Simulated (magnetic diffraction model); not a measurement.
## CdFe2Bi2: what an assumed order does to the neutron pattern

Space group I4/mmm (no. 139), a = 3.9830 Å, c = 12.5340 Å.

```csv
site,atom,x,y,z
4e,Bi,1/2,1/2,0.1396
2a,Cd,0,0,0
4d,Fe,0,1/2,1/4
```

This is a made-up structure (elements placed in a structure type, unrelaxed), so the numbers test the method and describe no known phase.

Only Fe is taken to order (form factors of Fe2+); orders and moment sizes are assumed, and not adapted to the symmetry. Radiation: neutrons of λ = 2.52 Å (absorption by Cd left out), 3° to 90°; isotropic B of 0.3 Å² (Bi), 0.34 Å² (Cd) and 0.4 Å² (Fe). Simulated constant-wavelength pattern: nuclear and magnetic terms add, the magnetic one as |2.695 fm × Σ f S⊥ exp(2πi Q·r) exp(−B s²)|², summed over all Q at one angle with the factor 1/(sin²θ cos θ). For collinear order S is the moment m, which repeats by lattice and centring translations R with the sign exp(−2πi k·R). Free-ion form factors, Sears's scattering lengths of 1992, no absorption; a label names one of the reflections at its angle. The strongest nuclear line in the range is 100, and lines under 0.2 are left out.

Assume the order k = (1/2 1/2 0), collinear moments along [110], 1.91 μB on Fe; signs + at (0, 1/2, 1/4), + at (1/2, 0, 1/4).

Q: Where does magnetic intensity appear, and how strong is it?

```tsv
2θ (°)	index	nuclear	magnetic
23.20	(0 0 2)	61.9	0.0
35.01	(1/2 1/2 2)	0.0	6.8
38.77	(1 0 1)	11.7	0.0
47.42	(0 0 4)	3.4	0.0
51.83	(1 0 3)	74.8	0.0
53.15	(1 1 0)	0.9	0.0
54.79	(1/2 1/2 4)	0.0	3.7
58.74	(1 1 2)	66.2	0.0
60.02	(3/2 -1/2 0)	0.0	3.0
65.24	(3/2 -1/2 2)	0.0	4.9
72.87	(1 0 5)	12.2	0.0
73.96	(1 1 4)	100.0	0.0
74.19	(0 0 6)	0.7	0.0
78.50	(2 0 0)	86.3	0.0
79.85	(3/2 -1/2 4)	0.0	2.9
80.08	(1/2 1/2 6)	0.0	1.4
83.19	(2 0 2)	28.3	0.0
```

The strongest magnetic line in the range is (1/2 1/2 2) at 35.01° (6.8). On top of the Lorentz factor, which all lines share, magnetic lines fade with angle because f falls: for Fe2+ it is 0.90, 0.68, 0.45 and 0.15 at sin θ/λ = 0.1, 0.2, 0.3 and 0.5 Å⁻¹, while nuclear lengths stay constant. The order has no net moment.

[Logs are printed without paths, hosts, clocks, repeated set-up lines and the standing remarks that a program may print on its own settings, such as how far it seeks lower states.]
